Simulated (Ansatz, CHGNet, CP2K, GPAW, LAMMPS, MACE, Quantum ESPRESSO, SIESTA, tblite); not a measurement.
## Finding the fault: Quantum ESPRESSO, glassy 25SiO2-50B2O3-12CaO-12Na2O (mol %) (62 atoms)

Program: Quantum ESPRESSO 7.5, a calculation on a cell of 4 Si, 16 B, 2 Ca, 4 Na and 36 O, 11.5 Å³ an atom.

The input, pw.in:

```
&control
  calculation = 'scf'
  pseudo_dir = './pseudo'
  outdir = './tmp'
  disk_io = 'none'
  tprnfor = .true.
  tstress = .true.
/
&system
  ibrav = 0
  nat = 63
  ntyp = 5
  ecutwfc = 60
  ecutrho = 480
  nosym = .true.
  occupations = 'smearing'
  smearing = 'fd'
  degauss = 0.003675
/
&electrons
  conv_thr = 3.1e-07
  electron_maxstep = 50
  mixing_beta = 0.4
  mixing_mode = 'plain'
  diagonalization = 'david'
/
ATOMIC_SPECIES
Si 28.085 Si.upf
B 10.810 B.upf
Ca 40.078 Ca.upf
Na 22.990 Na.upf
O 15.999 O.upf
CELL_PARAMETERS angstrom
8.94046 0.00000 0.00000
0.00000 8.94046 0.00000
0.00000 0.00000 8.94046
ATOMIC_POSITIONS crystal
Si 0.44950 0.46048 0.53103
Si 0.98107 0.92916 0.74755
Si 0.12250 0.45450 0.09627
Si 0.61942 0.29814 0.91325
B 0.43257 0.70188 0.32676
B 0.68308 0.68408 0.15764
B 0.97798 0.60460 0.62749
B 0.03215 0.27232 0.36162
B 0.93146 0.69434 0.32553
B 0.45378 0.21491 0.33029
[... 48 atom lines left out ...]
O 0.64572 0.47158 0.87161
O 0.12980 0.00693 0.81560
O 0.58561 0.96466 0.85745
O 0.04962 0.37480 0.24378
K_POINTS gamma
```

The run is started by

```sh
$ OMP_NUM_THREADS=1 mpirun -np 2 pw.x -in pw.in > output.txt
```

What it wrote:

```text
Program PWSCF
 %%%%%%%%%%%%%%%%%%%%%%%%%%%%%%%%%%%%%%%%%%%%%%%%%%%%%%%%%%%%%%%%%%%%%%%%%%%%%%
     Error in routine read_cards (63):
     wrong number of columns in ATOMIC_POSITIONS
 %%%%%%%%%%%%%%%%%%%%%%%%%%%%%%%%%%%%%%%%%%%%%%%%%%%%%%%%%%%%%%%%%%%%%%%%%%%%%%
```

The job ended after 0.74 s (2 MPI ranks of Arm Neoverse V1, shared host; peak memory 0.19 GiB).

Banners, paths, timers and routine set-up lines are dropped from the logs unmarked, and long logs keep their key lines alone; longer cuts are marked.

**Question.** Which part of the input is at fault, and how is it mended?

A wrong count of atoms: nat = 62 written as nat = 63. Mend: write nat = 62 in place of nat = 63.

The program stopped at the start.

[Also dropped from logs without a mark: logging warnings of Python, and SIESTA's first energy breakdown and zero terms.]

[Logs are printed without paths, hosts, clocks, repeated set-up lines and the standing remarks that a program may print on its own settings, such as how far it seeks lower states.]

[Hosts, paths, dates, database ids (printed as entryN), source tags and the programs' standing remarks are cut or masked in the printed files.]
